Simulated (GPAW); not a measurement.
**linear Ni chain, spacing 2.282 A: which magnetic order is lowest**

Does linear Ni chain, spacing 2.282 A prefer parallel or opposed moments, or none?

Main program and level: GPAW 26.7.0; LDA; plane waves with GPAW's PAW setups, scalar-relativistic.

## (1) Set-up

The cell holds 1 atom: 1 Ni. Cell: a = 12.000 Å, b = 12.000 Å, c = 2.282 Å, α = 90.0°, β = 90.0°, γ = 90.0°. model lattice. Vacuum lies along a and b. The structure's axis is c.

## (2) Order 1, typed as ferro +

The parallel start comes first: it fits the smallest cell, keeps the most symmetry and shows whether parallel moments form.

The input, order1.py:

```python
import json
import numpy as np
from ase import Atoms
from ase.parallel import paropen, parprint
from gpaw import GPAW

atoms = Atoms(['Ni'],
    cell=[[12.0, 0.0, 0.0],
         [0.0, 12.0, 0.0],
         [0.0, 0.0, 2.282]],
    scaled_positions=[[0.5, 0.5, 0.0]],
    pbc=True,
    magmoms=[1.0])
atoms.calc = GPAW(mode={'name': 'pw', 'ecut': 550},
    xc='LDA',
    kpts={'size': (1, 1, 12), 'gamma': True},
    occupations={'name': 'fermi-dirac', 'width': 0.005},
    convergence={'density': 1e-05, 'energy': 1e-05},
    maxiter=200,
    mixer={'name': 'pulay', 'beta': 0.05, 'nmaxold': 8, 'weight': 100},
    symmetry={'tolerance': 1e-4},
    txt='order1.txt')
e = atoms.get_potential_energy(force_consistent=True)
res = {'free_energy': e, 'energy_sigma0': atoms.get_potential_energy(), 'fermi_energy': atoms.calc.get_fermi_level()}
res['moments'] = atoms.get_magnetic_moments().tolist()
res['total'] = atoms.get_magnetic_moment()
parprint('site moments (muB):', np.round(res['moments'], 3))
parprint(f"total moment: {res['total']:.3f} muB")
parprint(f'free energy: {e:.6f} eV')
atoms.calc.write('order1.gpw')
with paropen('results.json', 'w') as f:
    json.dump(res, f)
```

Command:

```console
$ OMP_NUM_THREADS=1 python3 order1.py > order1.log
```

Numbers of over 12 decimals in the logs are rounded to 6 here.

The log of the run:

```text
site moments (muB): [1.17]
total moment: 1.167 muB
free energy: -4.830427 eV

--- order1.txt ---
Input parameters:
  mode=PW(ecut=550),
  convergence={'density': 1e-05, 'energy': 1e-05},
  kpts=MonkhorstPack(size=(1, 1, 12), gamma=True),
  maxiter=200,
  mixer=Pulay(name='pulay', nmaxold=8, beta=0.05, weight=100, sigma=0.015, g_ss=None),
  occupations=Occupations(name='fermi-dirac', width=0.005),
  symmetry=Symmetry(tolerance=0.0001),
  xc=XC(name='LDA')

Diagonalizing LCAO Hamiltonian
Converting LCAO to pw mode
        .----------------------------.
       /|                            |
      / |                            |
     /  .----------------------------.
    /  /                            /
   /  /                            /
  /  /                            /
 *  /              Ni            /
 | /                            /
 |/                            /
 *----------------------------*

Atoms  # Å, Bohr magnetons
|   | symbol |        x |        y |        z |    initial magnetic moments |
|---|--------|----------|----------|----------|-----------------------------|
| 0 |     Ni | 6.000000 | 6.000000 | 0.000000 | ( 0.0000,  0.0000,  1.0000) |

Unit cell  # Å
| periodic |         x |         y |        z |   lengths |    angles |
|----------|-----------|-----------|----------|-----------|-----------|
|      yes | 12.000000 |  0.000000 | 0.000000 | 12.000000 | 90.000000 |
|      yes |  0.000000 | 12.000000 | 0.000000 | 12.000000 | 90.000000 |
|      yes |  0.000000 |  0.000000 | 2.282000 |  2.282000 | 90.000000 |

Number of symmetries: 16

BZ-sampling:
  Number of BZ points: 12
  Number of IBZ points: 7

  Monkhorst-Pack size: [1, 1, 12]
  Monkhorst-Pack shift: [0.0, 0.0, 0.041667]

K-points  # in reciprocal-cell coordinates
|   |                                coordinates |     weight |
|---|--------------------------------------------|------------|
| 0 | (  0.00000000,   0.00000000,  -0.00000000) | 0.08333333 |
| 1 | (  0.00000000,   0.00000000,   0.08333333) | 0.16666667 |
| 2 | (  0.00000000,   0.00000000,   0.16666667) | 0.16666667 |
| 3 | (  0.00000000,   0.00000000,   0.25000000) | 0.16666667 |
| 4 | (  0.00000000,   0.00000000,   0.33333333) | 0.16666667 |
| 5 | (  0.00000000,   0.00000000,   0.41666667) | 0.16666667 |
| 6 | (  0.00000000,   0.00000000,   0.50000000) | 0.08333333 |

Plane wave coefficients: 9689
Cutoff: 550.0 eV

Spin-components: 2 (collinear spins)
Bands:           12
Projectors:      6
Spin-degeneracy: 1
Datatype:        complex128

Parallelization:
  kpt:    1
  domain: 1
  band:   1

Density:
  Valence electrons: 16.0
  Components: 2
  Grid points: [70 70 14]
  Charge: 0.0  # |e|

Potential:
  Grid points: [70 70 14]

species:
  Ni:
    name:    Nickel
    Z:       28.0
    valence: 16
    core:    12
    charge:  0.0  # [|e|]
    compensation charges:
      type: gauss
      rc: 0.36  # [Å]
      lmax: 2
    cutoffs:
      filter: 2.14  # [Å]
      core: 1.98  # [Å]
    projectors
    | kind |    occ | energy [eV] | rcut [Å] |
    |------|--------|-------------|----------|
    |   4s |  2.000 |      -5.858 |    1.164 |
    |   3p |  6.000 |     -71.266 |    1.207 |
    |   4p |  0.000 |      -1.338 |    1.207 |
    |   3d |  8.000 |      -9.141 |    1.138 |
    |    s |        |      21.353 |    1.164 |
    |    d |        |      18.071 |    1.138 |

    Using partial waves for Ni as LCAO basis

Reference energy: -41300.595870  # eV

eigensolver:
  PPCG
  Converge bands: occupied
  niter=2

density mixing:
  Pulay-Mixer
  Linear mixing parameters: 0.05
  Old densities: 8
  Fourier metric: weight=100, sigma=0.015

occupation numbers:
  Fermi-Dirac:
    width: 0.0050  # eV

poisson solver:
  ecut: 4400.0  # eV

xc functional:
  name: None

convergence criteria:
- Maximum integral of absolute [dens]ity change: 1e-05 electrons / valence electron
- Maximum [total energy] change in last 3 cyles: 1e-05 eV / valence electron
- Maximum integral of absolute [eigenst]ate change: 4e-08 eV^2 / valence electron
maximum number of iterations: 200

SCF iterations
|iter     |      energy | eigst |  dens |  magmom |
|---------|-------------|-------|-------|---------|
|iter:   1|       0s |   -6.205053 | +0.30 |       |  +1.0008|
|iter:   2|       2s |   -5.386333 | -0.63 | -0.77 |  +0.9757|
|iter:   3|       4s |   -4.866936 | -0.96 | -1.03 |  +0.9587|
|iter:   4|       6s |   -4.843339 | -1.57 | -1.40 |  +0.9701|
|iter:   5|       8s |   -4.895182 | -1.61 | -1.49 |  +1.0224|
|iter:   6|      11s |   -4.832596 | -1.48 | -1.43 |  +1.1433|
|iter:   7|      13s |   -4.841502 | -2.27 | -1.92 |  +1.1120|
|iter:   8|      15s |   -4.838243 | -2.77 | -1.74 |  +1.1185|
|iter:   9|      17s |   -4.831481 | -2.73 | -1.81 |  +1.1706|
|iter:  10|      19s |   -4.831056 | -3.70 | -2.13 |  +1.1701|
[... 12 iterations left out ...]
|iter:  23|      43s |   -4.829893c| -7.07 | -3.42 |  +1.1666|
|iter:  24|      45s |   -4.829898c| -6.65 | -3.47 |  +1.1669|
|iter:  25|      47s |   -4.829891c| -6.56 | -3.82 |  +1.1666|
|iter:  26|      49s |   -4.829903c| -6.43 | -3.43 |  +1.1667|
|iter:  27|      52s |   -4.829906c| -7.18 | -4.07 |  +1.1667|
|iter:  28|      53s |   -4.829905c| -7.91c| -4.33 |  +1.1667|
|iter:  29|      56s |   -4.829905c| -7.39 | -4.38 |  +1.1666|
|iter:  30|      58s |   -4.829903c| -8.41c| -4.57 |  +1.1667|
|iter:  31|      59s |   -4.829903c| -7.77c| -4.83 |  +1.1667|
|iter:  32|      60s |   -4.829903c| -8.31c| -5.09c|  +1.1667|

Converged in 32 steps
Energy contributions relative to reference atoms: (reference = -41300.595870)

Energy contributions:
  Kinetic:           5.910376
  Coulomb:          -4.101413
  Zero:              0.116431
  External:          0.000000
  Xc:               -6.754773
  Entropy:          -0.001048
  Spinorbit:         0.000000
  ----------------------------
  Free energy:      -4.830427
  Extrapolated:     -4.829903

dipole moment: (0.000003, 0.000003, -4.632278)  # |e|*Ang

Total magnetic moment: (0.000000, 0.000000, 1.166735)

Local magnetic moments
|        x |        y |        z |
|----------|----------|----------|
| 0.000000 | 0.000000 | 1.170424 |  # Ni   0

Fermi level: -5.028
Eigenvalues  # (at kpt = [0.000, 0.000, -0.000])
| band index |      eig [eV] | occ [0-1] |      eig [eV] | occ [0-1] |
|------------|---------------|-----------|---------------|-----------|
|          0 |       -68.355 |     1.000 |       -66.979 |     1.000 |
|          1 |       -68.105 |     1.000 |       -66.856 |     1.000 |
|          2 |       -68.105 |     1.000 |       -66.856 |     1.000 |
|          3 |        -8.946 |     1.000 |        -8.380 |     1.000 |
|          4 |        -6.514 |     1.000 |        -5.916 |     1.000 |
|          5 |        -6.503 |     1.000 |        -5.482 |     1.000 |
|          6 |        -6.503 |     1.000 |        -5.482 |     1.000 |
|          7 |        -5.675 |     1.000 |        -4.438 |     0.000 |
|          8 |        -5.675 |     1.000 |        -4.438 |     0.000 |
|          9 |        -2.266 |     0.000 |        -2.211 |     0.000 |
|         10 |        -2.266 |     0.000 |        -2.211 |     0.000 |
|         11 |         0.152 |     0.000 |         0.165 |     0.000 |

No gap
No difference between direct/indirect transitions
```

The job ended after 66 s (1 MPI rank of Intel Xeon Platinum 8375C at 2.90GHz (Ice Lake), shared host; peak memory 0.26 GiB).

Read from the output:

- magnetization: 1.167 μB
- final state: ferromagnetic
- largest moment: 1.170 μB

After 32 cycles the largest moment stands at 1.17 μB.

## (3) Start 2: antiferro q=(0,0,1/2) +-

Reversing part of the moments tests the sign of the couplings between them.

The cell is doubled to 2 atoms to hold this order. Its mesh is chosen so that both cells sample the same points.

order2.py is the script of step 2 with these lines changed:

```diff
@@ -6,12 +6,13 @@
 
-atoms = Atoms(['Ni'],
+atoms = Atoms(['Ni', 'Ni'],
     cell=[[12.0, 0.0, 0.0],
          [0.0, 12.0, 0.0],
-         [0.0, 0.0, 2.282]],
-    scaled_positions=[[0.5, 0.5, 0.0]],
+         [0.0, 0.0, 4.564]],
+    scaled_positions=[[0.5, 0.5, 0.0],
+         [0.5, 0.5, 0.5]],
     pbc=True,
-    magmoms=[1.0])
+    magmoms=[1.0, -1.0])
 atoms.calc = GPAW(mode={'name': 'pw', 'ecut': 550},
     xc='LDA',
-    kpts={'size': (1, 1, 12), 'gamma': True},
+    kpts={'size': (1, 1, 6), 'gamma': True},
     occupations={'name': 'fermi-dirac', 'width': 0.005},
@@ -21,3 +22,3 @@
     symmetry={'tolerance': 1e-4},
-    txt='order1.txt')
+    txt='order2.txt')
 e = atoms.get_potential_energy(force_consistent=True)
@@ -29,3 +30,3 @@
 parprint(f'free energy: {e:.6f} eV')
-atoms.calc.write('order1.gpw')
+atoms.calc.write('order2.gpw')
 with paropen('results.json', 'w') as f:
```

Command:

```console
$ OMP_NUM_THREADS=1 python3 order2.py > order2.log
```

The log of the run:

```text
Input parameters:
  mode=PW(ecut=550),
  convergence={'density': 1e-05, 'energy': 1e-05},
  kpts=MonkhorstPack(size=(1, 1, 6), gamma=True),
  maxiter=200,
  mixer=Pulay(name='pulay', nmaxold=8, beta=0.05, weight=100, sigma=0.015, g_ss=None),
  occupations=Occupations(name='fermi-dirac', width=0.005),
  symmetry=Symmetry(tolerance=0.0001),
  xc=XC(name='LDA')

Diagonalizing LCAO Hamiltonian
Converting LCAO to pw mode
        .----------------------------.
       /|                            |
      / |                            |
     /  |                            |
    /   |                            |
   /    |                            |
  /     .----------------------------.
 *     /           Ni               /
 |    /                            /
 |   /                            /
 |  /              Ni            /
 | /                            /
 |/                            /
 *----------------------------*

Atoms  # Å, Bohr magnetons
|   | symbol |        x |        y |        z |    initial magnetic moments |
|---|--------|----------|----------|----------|-----------------------------|
| 0 |     Ni | 6.000000 | 6.000000 | 0.000000 | ( 0.0000,  0.0000,  1.0000) |
| 1 |     Ni | 6.000000 | 6.000000 | 2.282000 | ( 0.0000,  0.0000, -1.0000) |

Number of symmetries: 16

BZ-sampling:
  Number of BZ points: 6
  Number of IBZ points: 4

  Monkhorst-Pack size: [1, 1, 6]
  Monkhorst-Pack shift: [0.0, 0.0, 0.083333]

Plane wave coefficients: 19293
Cutoff: 550.0 eV

Spin-components: 2 (collinear spins)
Bands:           24
Projectors:      12
Spin-degeneracy: 1
Datatype:        complex128

Parallelization:
  kpt:    1
  domain: 1
  band:   1

Density:
  Valence electrons: 32.0
  Components: 2
  Grid points: [70 70 25]
  Charge: 0.0  # |e|

Potential:
  Grid points: [70 70 25]

[... setups left out ...]
Reference energy: -82601.191740  # eV

convergence criteria:
- Maximum integral of absolute [dens]ity change: 1e-05 electrons / valence electron
- Maximum [total energy] change in last 3 cyles: 1e-05 eV / valence electron
- Maximum integral of absolute [eigenst]ate change: 4e-08 eV^2 / valence electron
maximum number of iterations: 200

SCF iterations
|iter     |      energy | eigst |  dens |  magmom |
|---------|-------------|-------|-------|---------|
|iter:   1|       0s |  -12.409437 | +0.30 |       |  +0.0000|
|iter:   2|       7s |  -10.391515 | -0.53 | -0.73 |  +0.0000|
|iter:   3|      12s |   -9.406857 | -0.58 | -0.89 |  +0.0000|
|iter:   4|      17s |   -9.245861 | -1.43 | -1.28 |  -0.0000|
|iter:   5|      21s |   -9.776404 | -1.34 | -1.32 |  +0.0004|
|iter:   6|      26s |   -9.255219 | -1.72 | -1.13 |  -0.0004|
[...]
[... 126 iterations left out ...]
[...]
|iter: 143|     723s |   -9.214789 | -3.43 | -1.67 |  -0.0540|
|iter: 144|     727s |   -9.209334 | -4.12 | -1.46 |  -0.0653|
|iter: 145|     732s |   -9.211018 | -5.16 | -1.45 |  -0.0526|
|iter: 146|     736s |   -9.202384 | -4.05 | -1.45 |  -0.0094|
```

Wall time 12 min (1 MPI rank); peak memory 0.42 GiB.

The run was cut off at its time limit.

It was cut off while still iterating. More time helps where the residual falls; where it has stalled, the mixing must change.

## (4) Run 3 (no spin polarisation)

This run holds no moments, which gives a state to set the others against.

The input, nospin.py:

```python
import json
import numpy as np
from ase import Atoms
from ase.parallel import paropen, parprint
from gpaw import GPAW

atoms = Atoms(['Ni'],
    cell=[[12.0, 0.0, 0.0],
         [0.0, 12.0, 0.0],
         [0.0, 0.0, 2.282]],
    scaled_positions=[[0.5, 0.5, 0.0]],
    pbc=True)
atoms.calc = GPAW(mode={'name': 'pw', 'ecut': 550},
    xc='LDA',
    kpts={'size': (1, 1, 12), 'gamma': True},
    occupations={'name': 'fermi-dirac', 'width': 0.005},
    convergence={'density': 1e-05, 'energy': 1e-05},
    maxiter=200,
    mixer={'name': 'pulay', 'beta': 0.05, 'nmaxold': 8, 'weight': 100},
    symmetry={'tolerance': 1e-4},
    txt='nospin.txt')
e = atoms.get_potential_energy(force_consistent=True)
res = {'free_energy': e, 'energy_sigma0': atoms.get_potential_energy(), 'fermi_energy': atoms.calc.get_fermi_level()}
parprint(f'free energy: {e:.6f} eV')
atoms.calc.write('nospin.gpw')
with paropen('results.json', 'w') as f:
    json.dump(res, f)
```

Command:

```console
$ OMP_NUM_THREADS=1 python3 nospin.py > nospin.log
```

The log of the run:

```text
free energy: -4.581737 eV

--- nospin.txt ---
Input parameters:
  mode=PW(ecut=550),
  convergence={'density': 1e-05, 'energy': 1e-05},
  kpts=MonkhorstPack(size=(1, 1, 12), gamma=True),
  maxiter=200,
  mixer=Pulay(name='pulay', nmaxold=8, beta=0.05, weight=100, sigma=0.015, g_ss=None),
  occupations=Occupations(name='fermi-dirac', width=0.005),
  symmetry=Symmetry(tolerance=0.0001),
  xc=XC(name='LDA')

[...]
|------------|---------------|-----------|
|          0 |       -67.749 |     2.000 |
|          1 |       -67.175 |     2.000 |
|          2 |       -67.175 |     2.000 |
|          3 |        -8.620 |     2.000 |
|          4 |        -6.186 |     2.000 |
[...]
|          8 |        -5.002 |     0.000 |
|          9 |        -2.197 |     0.000 |
|         10 |        -2.197 |     0.000 |
|         11 |         0.160 |     0.000 |

No gap
No difference between direct/indirect transitions


[key lines of the parts left out:]
Free energy:      -4.581737
Converged in 95 steps
dipole moment: (0.000003, 0.000003, -4.615052)  # |e|*Ang
Fermi level: -5.215
```

Run time: 94 s. Hardware: 1 MPI rank; peak memory 0.22 GiB.

Numbers from this step:

```yaml
final_state: non-magnetic (no spin polarisation)
```

It lies 249 meV a seeded atom over the first start.

## (5) Another try

An input with a fault is tried, to see how the program answers.

The input, run.py:

```python
import json
import numpy as np
from ase import Atoms
from ase.parallel import paropen, parprint
from gpaw import GPAW

atoms = Atoms(['Ni'],
    cell=[[12.0, 0.0, 0.0],
         [0.0, 12.0, 0.0],
         [0.0, 0.0, 2.282]],
    scaled_positions=[[0.5, 0.5, 0.0]],
    pbc=True,
    magmoms=[1.0])
atoms.calc = GPAW(mode={'name': 'pw', 'ecut': 550},
    xc='PBE96',
    kpts={'size': (1, 1, 12), 'gamma': True},
    occupations={'name': 'fermi-dirac', 'width': 0.005},
    convergence={'density': 1e-05, 'energy': 1e-05},
    maxiter=50,
    mixer={'name': 'pulay', 'beta': 0.05, 'nmaxold': 8, 'weight': 100},
    symmetry={'tolerance': 1e-4},
    txt='run.txt')
e = atoms.get_potential_energy(force_consistent=True)
res = {'free_energy': e, 'energy_sigma0': atoms.get_potential_energy(), 'fermi_energy': atoms.calc.get_fermi_level()}
res['moments'] = atoms.get_magnetic_moments().tolist()
res['total'] = atoms.get_magnetic_moment()
parprint('site moments (muB):', np.round(res['moments'], 3))
parprint(f"total moment: {res['total']:.3f} muB")
parprint(f'free energy: {e:.6f} eV')
atoms.calc.write('run.gpw')
with paropen('results.json', 'w') as f:
    json.dump(res, f)
```

Command:

```console
$ OMP_NUM_THREADS=1 python3 run.py > run.log
```

The log of the run:

```text
NameError: Unknown functional: PBE96.

--- run.txt ---
Input parameters:
  mode=PW(ecut=550),
  convergence={'density': 1e-05, 'energy': 1e-05},
  kpts=MonkhorstPack(size=(1, 1, 12), gamma=True),
  maxiter=50,
  mixer=Pulay(name='pulay', nmaxold=8, beta=0.05, weight=100, sigma=0.015, g_ss=None),
  occupations=Occupations(name='fermi-dirac', width=0.005),
  symmetry=Symmetry(tolerance=0.0001),
  xc=XC(name='PBE96')
```

Wall time 1.8 s (1 MPI rank); peak memory 0.1 GiB.

The input was rejected at the start.

The program's message: “NameError: Unknown functional: PBE96.”

The fault put into the input: an unknown functional.

The functional must be one that the program lists.

## (6) Energies of the orders

These are free energies at a smearing of 0.005 eV, so its entropy term is in the differences. They are divided by the number of seeded atoms, so that cells of unlike size compare. Wavevectors q in the names are fractions of the reciprocal vectors of the first run's cell.

Orders:

| start | final state | typed order kept | energy over the lowest (meV a seeded atom) | largest site moment (μB) | net moment (μB a primitive cell) | mesh matched | CPU time (s) |
| --- | --- | --- | --- | --- | --- | --- | --- |
| ferro + | ferromagnetic | yes | 0 | 1.17 | 1.167 | yes | 65.49 |
| no spin polarisation | non-magnetic | - | 248.7 | 0 | 0 | yes | 94.22 |

## (7) Summary of results

```yaml
lower_run: with moments
largest_site_moment: 1.17 μB
next_state: non-magnetic, 249 meV a seeded atom higher
energy_gained_by_spin_polarisation: 249 meV a seeded atom
```

What this shows: No opposed order could be compared. The parallel start holds moments up to 1.17 μB. 1 start gave no converged result and is missing from the ranking; a lower order may hide there. No antiferromagnetic order was obtained, so the session says nothing on how the moments order.

[Logs and program files are shortened in this print: banners, set-up blocks, solver, clock and traceback lines can be left out without a mark of their own.]

[Logs are printed without paths, hosts, clocks, repeated set-up lines and the standing remarks that a program may print on its own settings, such as how far it seeks lower states.]

[Hosts, paths, dates, database ids (printed as entryN), source tags and the programs' standing remarks are cut or masked in the printed files.]

[Where a cell is said to come from a database of computed structures, the database is the Materials Project.]
